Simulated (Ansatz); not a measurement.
# Cs3Tl: relaxing a made-up structure

This structure for Cs3Tl is made up. Its elements were placed in a known structure type with a cell scaled to their sizes. What cell does the guess relax to, and how far off was it?

Method: DFT, PBE, plane-wave PAW, files of the set soft_1, scalar-relativistic, no spin, cell and ions relaxed at zero pressure; PAW set soft_1, in Ansatz 0.2.0.

## 1. The structure

Symmetry: I4/mmm, No. 139, tetragonal system. Conventional cell: a = 6.738 Å, b = 6.738 Å, c = 13.998 Å, α = 90.00°, β = 90.00°, γ = 90.00°. Nearest to Tl lie 12 Cs at 4.76 to 4.86 Å. Nearest to Cs lie 4 Tl at 4.76 Å and 8 Cs at 4.86 Å. Cs has 8 Cs at 4.76 to 4.86 Å and 4 Tl at 4.86 Å nearest. Farther neighbours are not listed.

## 2. Relaxing cell and atoms

The guess takes its coordinates from another compound and its volume from a rule, so the cell and any free coordinates are relaxed together.

File input.yaml:

```yaml
crystal:
  lattice:
    - [-3.369, 3.369, 6.999]
    - [3.369, -3.369, 6.999]
    - [3.369, 3.369, -6.999]
  atoms:
    - { symbol: Tl, position: [0.0, 0.0, 0.0] }
    - { symbol: Cs, position: [0.5, 0.5, 0.0] }
    - { symbol: Cs, position: [0.25, 0.75, 0.5] }
    - { symbol: Cs, position: [0.75, 0.25, 0.5] }
kpoints:
  mp_grid: { grid: [6, 6, 6] }
scf:
  occupations: { method: fermi_dirac, width: 0.05 }
hamiltonian:
  xc: pbe
  pseudopotentials: { kind: paw, azcp: { folder: soft_1 } }
relax:
  f_tol: 0.015
  max_steps: 70
  cell: {}
output:
  forces: true
  stress: true
```

The run is started by

```sh
> ansatz run input.yaml --threads 4 --pin off --max-ram 10240MiB --backend cpu --events-out ev --progress --plain --runs-dir out
```

Numbers of over 12 decimals in the logs are rounded to 6 here.

The program printed:

```text
Engine: ansatz 0.2.0, aarch64-unknown-linux-gnu
Pseudopotentials: kind: paw
Pseudopotential: Tl, paw, valence charge 13, recommended cutoff 420 eV (normal), soft_1/Tl.paw.azcp
Pseudopotential: Cs, paw, valence charge 9, recommended cutoff 420 eV (normal), soft_1/Cs.paw.azcp
Functional definition: PBE
  parameter kappa = 0.804
  parameter beta = 0.066725
  exchange = pbe_x(kappa = kappa, mu = beta*pi^2/3)
  correlation = pbe_c(beta = beta)
Crystal: 4 atoms, lattice volume = 317.759 Å³
Basis set: ecut = 420 eV, 6159 PW (Γ), exchange–correlation on 120×120×120 points (8 copies of the dense FFT grid, shifted against one another)
Bands: 24, of which v1, the nominal top of the filled ones, is band 20 counted from 1 (19 counted from 0)
Symmetry: 16 space group operations
Space group: I4/mmm (ITA 139), of the structure as read, at distance tolerance 6.8e-5 Å
k-points: 30 of 216
Non-local potential: Tl, projectors of the file, l = 0: 2, l = 1: 2, l = 2: 2, l = 3: 1
Non-local potential: Cs, projectors of the file, l = 0: 3, l = 1: 2, l = 2: 2, l = 3: 2
PAW form: soft (Blöchl's): semilocal exchange-correlation on the pseudo side does not see the compensation charge
PAW one-centre angular grid: Tl, 590 points (default); XC on 64 Gauss nodes
PAW one-centre angular grid: Cs, 194 points (default); XC on 64 Gauss nodes
Initial density: superposition of atomic densities (chi_scale 0.1, normalization cell, long waves kept (reshape's long-wave potential 0.01 eV rms))
Initial wavefunctions: pseudopotential atomic-orbital guess
Functional: x = pbe(κ = 0.804, μ = 0.219515), c = pbe(β = 0.066725)
SCF iter   1: F=—  HF=-28459.629023 eV  |F-HF|=—  |Δ(HF+E_count)|=         —  Δρ=1.80e-2  dr2=2.92e0  ethr=3.10e-3  ⟨swp⟩=7.7  Hψ=3718  notcnv=0
preconditioner: auto → Kerker (q_TF=auto, 1.931 Å⁻¹)  [metal: Δε(μ)=0.030 eV  Ē_g=9.454 eV  σ=0.050 eV  W_gap=0.15  n_scr=36 (ndim 8)  ℏωp=12.1 eV  f_vac=0.000  D(μ)=5.34/eV (n_scr^D=30)]
SCF iter   2: F=—  HF=-28458.906889 eV  |F-HF|=—  |Δ(HF+E_count)|=   7.22e-1  Δρ=7.92e-3  dr2=7.38e-1  ethr=3.10e-3  ⟨swp⟩=2.8  Hψ=1337  notcnv=0
SCF iter   3: F=—  HF=-28458.705211 eV  |F-HF|=—  |Δ(HF+E_count)|=   2.02e-1  Δρ=2.10e-3  dr2=4.36e-2  ethr=1.84e-3  ⟨swp⟩=3.0  Hψ=1417  notcnv=0
SCF iter   4: F=—  HF=-28458.698760 eV  |F-HF|=—  |Δ(HF+E_count)|=   6.45e-3  Δρ=6.80e-4  dr2=6.97e-3  ethr=1.09e-4  ⟨swp⟩=3.6  Hψ=1433  notcnv=0
SCF iter   5: F=—  HF=-28458.699361 eV  |F-HF|=—  |Δ(HF+E_count)|=   6.01e-4  Δρ=2.26e-4  dr2=5.35e-4  ethr=1.74e-5  ⟨swp⟩=2.0  Hψ=793  notcnv=0
SCF iter   6: F=—  HF=-28458.699399 eV  |F-HF|=—  |Δ(HF+E_count)|=   3.85e-5  Δρ=6.07e-5  dr2=3.35e-5  ethr=1.34e-6  ⟨swp⟩=2.4  Hψ=1172  notcnv=0
SCF iter   7: F=—  HF=-28458.699320 eV  |F-HF|=—  |Δ(HF+E_count)|=   7.89e-5  Δρ=2.08e-5  dr2=4.53e-6  ethr=8.37e-8  ⟨swp⟩=2.0  Hψ=1071  notcnv=0
SCF iter   8: F=—  HF=-28458.699320 eV  |F-HF|=—  |Δ(HF+E_count)|=   3.42e-8  Δρ=7.19e-6  dr2=5.25e-7  ethr=1.13e-8  ⟨swp⟩=2.4  Hψ=1218  notcnv=0
SCF iter   9: F=-28458.699320 eV  HF=-28458.699320 eV  |F-HF|=1.11e-8  |Δ(HF+E_count)|=   7.02e-8  Δρ=2.38e-6  dr2=4.13e-8  ethr=2.50e-10  ⟨swp⟩=5.1  Hψ=2628  notcnv=0
SCF 1 converged in 9 iterations: F = -28458.699320 eV  dr2 = 4.13e-8
  greatest PAW one-centre occupation: 0.963 electrons in one spin orbital (limit 2), on the Tl atom at site 0 (counted from 0), in its partial waves of l = 2
relax step   1: F+E_penalty+E_count = -28458.69932036 eV  Δ(F+E_penalty+E_count) = +0.000e0 eV  max|allowed force component| = 3.469e-18 eV/Å  Δτ_max = 0.0000 Å  P = -0.256 GPa  Ω = 317.759 Å³  (9 SCF iters, dr2 threshold 1.00e-7 eV, accepted)
Crystal: 4 atoms, lattice volume = 314.796 Å³
Basis set: ecut = 420 eV, 6143 PW (Γ), exchange–correlation on 120×120×120 points (8 copies of the dense FFT grid, shifted against one another)
Initial density: handed on by an earlier stage of this run
Initial wavefunctions: those handed on with the density
iter 1 solved again at ethr=4.51e-7 eV; its pass at ethr=3.10e-3 eV (dr2=1.80e-4 eV) is discarded
SCF iter   1: F=—  HF=-28458.704108 eV  |F-HF|=—  |Δ(HF+E_count)|=         —  Δρ=1.21e-4  dr2=1.29e-4  ethr=4.51e-7  ⟨swp⟩=3.0  Hψ=4429  notcnv=0
preconditioner: auto → Kerker (q_TF=auto, 1.934 Å⁻¹)  [metal: Δε(μ)=0.016 eV  Ē_g=10.196 eV  σ=0.050 eV  W_gap=0.08  n_scr=36 (ndim 8)  ℏωp=12.2 eV  f_vac=0.001  D(μ)=6.79/eV (n_scr^D=36)]
SCF iter   2: F=—  HF=-28458.704082 eV  |F-HF|=—  |Δ(HF+E_count)|=   2.57e-5  Δρ=6.88e-5  dr2=3.81e-5  ethr=3.22e-7  ⟨swp⟩=2.4  Hψ=1241  notcnv=0
SCF iter   3: F=—  HF=-28458.704077 eV  |F-HF|=—  |Δ(HF+E_count)|=   5.63e-6  Δρ=2.14e-5  dr2=5.71e-6  ethr=9.54e-8  ⟨swp⟩=2.5  Hψ=1111  notcnv=0
SCF iter   4: F=—  HF=-28458.704077 eV  |F-HF|=—  |Δ(HF+E_count)|=   1.16e-7  Δρ=1.01e-5  dr2=1.87e-6  ethr=1.43e-8  ⟨swp⟩=2.4  Hψ=1216  notcnv=0
SCF iter   5: F=-28458.704077 eV  HF=-28458.704077 eV  |F-HF|=8.64e-9  |Δ(HF+E_count)|=   1.36e-7  Δρ=1.83e-6  dr2=4.05e-8  ethr=5.94e-10  ⟨swp⟩=3.7  Hψ=2803  notcnv=0
SCF 2 converged in 5 iterations: F = -28458.704077 eV  dr2 = 4.05e-8
relax step   2: F+E_penalty+E_count = -28458.70407678 eV  Δ(F+E_penalty+E_count) = -4.756e-3 eV  max|allowed force component| = 7.806e-18 eV/Å  Δτ_max = 0.0000 Å  P = -0.237 GPa  Ω = 314.796 Å³  energy of the carried Pulay correction = +2.673e-5 eV  (5 SCF iters, dr2 threshold 2.38e-7 eV, accepted)
Crystal: 4 atoms, lattice volume = 282.813 Å³
Basis set: ecut = 420 eV, 5511 PW (Γ), exchange–correlation on 120×120×120 points (8 copies of the dense FFT grid, shifted against one another)
iter 1 solved again at ethr=3.11e-5 eV; its pass at ethr=3.10e-3 eV (dr2=1.24e-2 eV) is discarded
SCF iter   1: F=—  HF=-28458.734154 eV  |F-HF|=—  |Δ(HF+E_count)|=         —  Δρ=1.48e-3  dr2=1.55e-2  ethr=3.11e-5  ⟨swp⟩=2.2  Hψ=4779  notcnv=0
preconditioner: auto → Kerker (q_TF=auto, 1.969 Å⁻¹)  [metal: Δε(μ)=0.024 eV  Ē_g=10.142 eV  σ=0.050 eV  W_gap=0.12  n_scr=36 (ndim 8)  ℏωp=12.9 eV  f_vac=0.001  D(μ)=6.73/eV (n_scr^D=36)]
SCF iter   2: F=—  HF=-28458.730815 eV  |F-HF|=—  |Δ(HF+E_count)|=   3.34e-3  Δρ=8.44e-4  dr2=4.72e-3  ethr=3.11e-5  ⟨swp⟩=2.0  Hψ=1227  notcnv=0
SCF iter   3: F=—  HF=-28458.730036 eV  |F-HF|=—  |Δ(HF+E_count)|=   7.80e-4  Δρ=2.64e-4  dr2=7.23e-4  ethr=1.18e-5  ⟨swp⟩=2.2  Hψ=1176  notcnv=0
SCF iter   4: F=—  HF=-28458.730042 eV  |F-HF|=—  |Δ(HF+E_count)|=   6.76e-6  Δρ=1.11e-4  dr2=1.91e-4  ethr=1.81e-6  ⟨swp⟩=2.2  Hψ=1256  notcnv=0
SCF iter   5: F=—  HF=-28458.729945 eV  |F-HF|=—  |Δ(HF+E_count)|=   9.77e-5  Δρ=1.98e-5  dr2=3.80e-6  ethr=4.77e-7  ⟨swp⟩=2.0  Hψ=817  notcnv=0
SCF iter   6: F=—  HF=-28458.729945 eV  |F-HF|=—  |Δ(HF+E_count)|=   5.64e-7  Δρ=8.78e-6  dr2=7.47e-7  ethr=9.49e-9  ⟨swp⟩=2.1  Hψ=1111  notcnv=0
SCF iter   7: F=-28458.729945 eV  HF=-28458.729945 eV  |F-HF|=1.38e-9  |Δ(HF+E_count)|=   7.09e-8  Δρ=2.25e-6  dr2=3.74e-8  ethr=5.26e-10  ⟨swp⟩=5.0  Hψ=2653  notcnv=0
SCF 3 converged in 7 iterations: F = -28458.729945 eV  dr2 = 3.74e-8
relax step   3: F+E_penalty+E_count = -28458.72994511 eV  Δ(F+E_penalty+E_count) = -2.587e-2 eV  max|allowed force component| = 4.770e-18 eV/Å  Δτ_max = 0.0000 Å  P = +0.025 GPa  Ω = 282.813 Å³  energy of the carried Pulay correction = +3.321e-4 eV  (7 SCF iters, dr2 threshold 2.11e-7 eV, accepted)
[...]
relax step   4: F+E_penalty+E_count = -28458.73060112 eV  Δ(F+E_penalty+E_count) = -6.560e-4 eV  max|allowed force component| = 1.214e-17 eV/Å  Δτ_max = 0.0000 Å  P = +0.018 GPa  Ω = 283.335 Å³  energy of the carried Pulay correction = +3.269e-4 eV  (5 SCF iters, dr2 threshold 7.96e-9 eV, accepted)
[...]
relax step   5: F+E_penalty+E_count = -28458.73454369 eV  Δ(F+E_penalty+E_count) = -3.943e-3 eV  max|allowed force component| = 9.107e-18 eV/Å  Δτ_max = 0.0000 Å  P = -0.004 GPa  Ω = 283.462 Å³  energy of the carried Pulay correction = +3.261e-4 eV  (10 SCF iters, accepted)
[...]
relax step   6: F+E_penalty+E_count = -28458.73589267 eV  Δ(F+E_penalty+E_count) = -1.349e-3 eV  max|allowed force component| = 6.072e-18 eV/Å  Δτ_max = 0.0000 Å  P = +0.000 GPa  Ω = 281.565 Å³  energy of the carried Pulay correction = +3.454e-4 eV  (10 SCF iters, accepted)
[...]
relax step   7: F+E_penalty+E_count = -28458.73791836 eV  Δ(F+E_penalty+E_count) = -2.026e-3 eV  max|allowed force component| = 1.084e-17 eV/Å  Δτ_max = 0.0000 Å  P = +0.010 GPa  Ω = 277.807 Å³  energy of the carried Pulay correction = +3.841e-4 eV  (10 SCF iters, accepted)
Basis set: ecut = 420 eV, 5463 PW (Γ), exchange–correlation on 108×108×108 points (8 copies of the dense FFT grid, shifted against one another)
Initial wavefunctions: pseudopotential atomic-orbital guess (no wavefunctions were taken with the density)
iter 1 solved again at ethr=4.24e-7 eV; its pass at ethr=3.10e-3 eV (dr2=1.70e-4 eV) is discarded
SCF iter   1: F=—  HF=-28458.737800 eV  |F-HF|=—  |Δ(HF+E_count)|=         —  Δρ=2.94e-5  dr2=2.77e-7  ethr=4.24e-7  ⟨swp⟩=3.5  Hψ=5659  notcnv=0
preconditioner: auto → Kerker (q_TF=auto, 1.975 Å⁻¹)  [metal: Δε(μ)=0.006 eV  Ē_g=10.253 eV  σ=0.050 eV  W_gap=0.03  n_scr=34 (ndim 8)  ℏωp=13.0 eV  f_vac=0.001  D(μ)=9.59/eV (n_scr^D=60)]
SCF iter   2: F=—  HF=-28458.737743 eV  |F-HF|=—  |Δ(HF+E_count)|=   5.77e-5  Δρ=1.56e-5  dr2=7.97e-8  ethr=6.93e-10  ⟨swp⟩=2.7  Hψ=1397  notcnv=0
SCF iter   3: F=—  HF=-28458.737744 eV  |F-HF|=—  |Δ(HF+E_count)|=   1.14e-6  Δρ=7.85e-7  dr2=1.13e-9  ethr=1.99e-10  ⟨swp⟩=2.1  Hψ=1262  notcnv=0
SCF iter   4: F=—  HF=-28458.737744 eV  |F-HF|=—  |Δ(HF+E_count)|=  4.37e-11  Δρ=2.32e-7  dr2=1.48e-10  ethr=2.83e-12  ⟨swp⟩=2.0  Hψ=1241  notcnv=0
SCF iter   5: F=—  HF=-28458.737744 eV  |F-HF|=—  |Δ(HF+E_count)|=  1.06e-10  Δρ=6.53e-8  dr2=4.85e-11  ethr=1.00e-12  ⟨swp⟩=4.8  Hψ=2652  notcnv=0
SCF iter   6: F=-28458.737744 eV  HF=-28458.737744 eV  |F-HF|=7.28e-12  |Δ(HF+E_count)|=  3.64e-12  Δρ=4.45e-8  dr2=8.20e-12  ethr=1.00e-12  ⟨swp⟩=4.5  Hψ=2460  notcnv=0
SCF 8 converged in 6 iterations: F = -28458.737744 eV  dr2 = 8.20e-12
relax step   8: F+E_penalty+E_count = -28458.73774379 eV  Δ(F+E_penalty+E_count) = +1.746e-4 eV  max|allowed force component| = 6.505e-18 eV/Å  Δτ_max = 0.0000 Å  P = +0.009 GPa  Ω = 277.807 Å³  stress off target by 1.82e-2 GPa  SCF on the basis re-selected at this cell (its energy is not comparable with the rows above)  (6 SCF iters)
basis re-selected at this cell: Δ(F+E_penalty+E_count) = +1.746e-4 eV, ΔP = -0.001 GPa vs the last step (what re-selecting the basis moved, of the pressure what is left beyond the Pulay correction that the steps carried, after the strain that the cell walked since its last selection, with what the two solves' SCF thresholds leave and, on support functions, any second-order correction that the steps lacked; it is no measure of the basis error at this ecutwfc). The dense FFT grid was sized anew with the basis: this SCF ran on 54×54×54 points, the steps before it on 60×60×60, so part of this shift can come from that change (see relax.cell in the input reference). [rest of the remark cut]
SCF converged after 6 iterations
Free energy (F): -28458.737744 eV
Harris-Foulkes:  -28458.737744 eV  (|F-HF|=7.28e-12)
Internal energy: -28458.663838 eV  (E = F + TS)
E sigma→0 (E₀):  -28458.700791 eV
Entropy (-TS):   -0.073906 eV (-18.476 meV/atom)
Fermi energy:    4.335390 eV
--- Per-component energies (eV) ---
  E_band       = -284.389799
  E_kinetic    = 694.990325
  E_local      = -2220.524705  (includes V_loc(G=0)·N_el)
  E_nonlocal   = 383.129905
  E_hartree    = 825.710381
  E_xc         = -721.468302
  E_vxc        = -531.933781  (∫ρ·V_xc dr)
  E_paw        = -25366.380441  (= ΣΔE_a)
  E_vpaw       = -261.472247  (= ΣTr[D̂ρ^β])
  E_aug_tail   = -0.000052  (compensation charges beyond the density's cutoff)
  E_ewald      = -2054.120949
  E_smearing   = -0.073906  (= −TS)
  E_closure    = 0.000000  (closes the sum)
  Σ components = -28458.737744   (vs F -28458.737744, Δ=0.00e0)
--- Forces (eV/Å), atoms counted from 1 ---
  atom   1  Tl     0.00000000     0.00000000     0.00000000
  atom   2  Cs     0.00000000     0.00000000     0.00000000
  atom   3  Cs    -0.00000000    -0.00000000     0.00000000
  atom   4  Cs     0.00000000     0.00000000     0.00000000
  max |Σ_I F_I| component: 3.47e-18 eV/Å
--- Stress (GPa, compression-positive) ---
        0.018247       0.000000       0.000000
        0.000000       0.018247       0.000000
        0.000000       0.000000      -0.009325
  P = ⅓ Tr σ = 0.0091 GPa (0.091 kbar)
--- Relaxed structure (7 steps of the walk, 7 accepted, 1 SCFs on fresh bases) ---
  F+E_penalty+E_count = -28458.73774379 eV   max|allowed force component| = 6.505e-18 eV/Å   (the final SCF, on the basis selected at the relaxed cell)
  cell:  # Å, volume = 277.8068 Å³
    - [-3.457267, 3.457267, 5.810546]
    - [3.457267, -3.457267, 5.810546]
    - [3.457267, 3.457267, -5.810546]
  atoms:
    - { symbol: Tl, position: [0, 0, 0] }
    - { symbol: Cs, position: [0.5, 0.5, 0] }
    - { symbol: Cs, position: [0.250000, 0.750000, 0.500000] }
    - { symbol: Cs, position: [0.750000, 0.250000, 0.500000] }
```

The job ended after 29 s (4 threads of Arm Neoverse V1, shared host; peak memory 0.78 GiB; 1.9 min of CPU time).

Relaxation path:

| step | energy less that of the first step (eV) | largest force component (eV/Å) | pressure (GPa) | volume (Å³) |
| --- | --- | --- | --- | --- |
| 1 | 0.0000 | 0.0000 | -0.26 | 317.76 |
| 2 | -0.0048 | 0.0000 | -0.24 | 314.80 |
| 3 | -0.0306 | 0.0000 | 0.03 | 282.81 |
| 4 | -0.0313 | 0.0000 | 0.02 | 283.33 |
| 5 | -0.0352 | 0.0000 | 0.00 | 283.46 |
| 6 | -0.0366 | 0.0000 | 0.00 | 281.56 |
| 7 | -0.0386 | 0.0000 | 0.01 | 277.81 |
| 8* | -0.0384 | 0.0000 | 0.01 | 277.81 |

Relaxation steps marked * repeat the geometry before them on a plane-wave basis chosen anew for their cell, so energy and pressure can jump there.

Forces are held to the 16 operations that the run works with; a distortion that breaks them can't arise in this run.

| cell as run | before | after | change |
| --- | --- | --- | --- |
| a (Å) | 8.467 | 7.594 | -10.3 % |
| b (Å) | 8.467 | 7.594 | -10.3 % |
| c (Å) | 8.467 | 7.594 | -10.3 % |
| α (°) | 133.11 | 125.84 | -5.5 % |
| β (°) | 133.11 | 125.84 | -5.5 % |
| γ (°) | 68.49 | 80.16 | +17.0 % |
| volume (Å³/atom) | 79.44 | 69.45 | -12.6 % |

The relaxed structure:

```xyz
4
Lattice="-3.4573 3.4573 5.8105 3.4573 -3.4573 5.8105 3.4573 3.4573 -5.8105" Properties=species:S:1:pos:R:3 pbc="T T T"
Tl    0.0000    0.0000    0.0000
Cs    0.0000    0.0000    5.8105
Cs    3.4573    0.0000    2.9053
Cs    0.0000    3.4573    2.9053
```

This step gave:

* free energy: -28458.7377 eV
* energy at zero smearing: -28458.7008 eV
* smearing term TS: 0.07391 eV
* Fermi energy: 4.335 eV
* electrons: 40
* symmetry operations: 16
* pressure: 0.009056 GPa

The shortest distance of each pair, which need not be the same contact before and after:

| pair | guess (Å) | relaxed (Å) |
| --- | --- | --- |
| Cs–Tl | 4.764 | 4.516 |
| Cs–Cs | 4.764 | 4.516 |

The relaxation ends with a pressure of 0.01 GPa.

## 3. Outcome

| Property | Result |
| --- | --- |
| space group, relaxed | I4/mmm |
| conventional cell | a = 6.915, b = 6.915, c = 11.621 Å; α = 90.0°, β = 90.0°, γ = 90.0° |
| volume per atom | 69.45 Å³ (guess 79.44) |

What this shows: Cs3Tl relaxes to I4/mmm with a = 6.915, b = 6.915 and c = 11.621 Å. The guessed volume was 14 % too large. The space group I4/mmm was held in the relaxation, so the end point is a stationary structure within it and may be a saddle against distortions or other arrangements. Mesh and cutoff weren't tested. A vector of the cell changed its length by 10 %, more than the volume shows. Spin-orbit coupling is left out, which can matter for elements this heavy. No dispersion term is used, so weakly bound directions may come out too long. Nothing here tests whether the compound is stable against decomposition.

[Logs are printed without paths, hosts, clocks, repeated set-up lines and the standing remarks that a program may print on its own settings, such as how far it seeks lower states.]

[Hosts, paths, dates, database ids (printed as entryN), source tags and the programs' standing remarks are cut or masked in the printed files.]
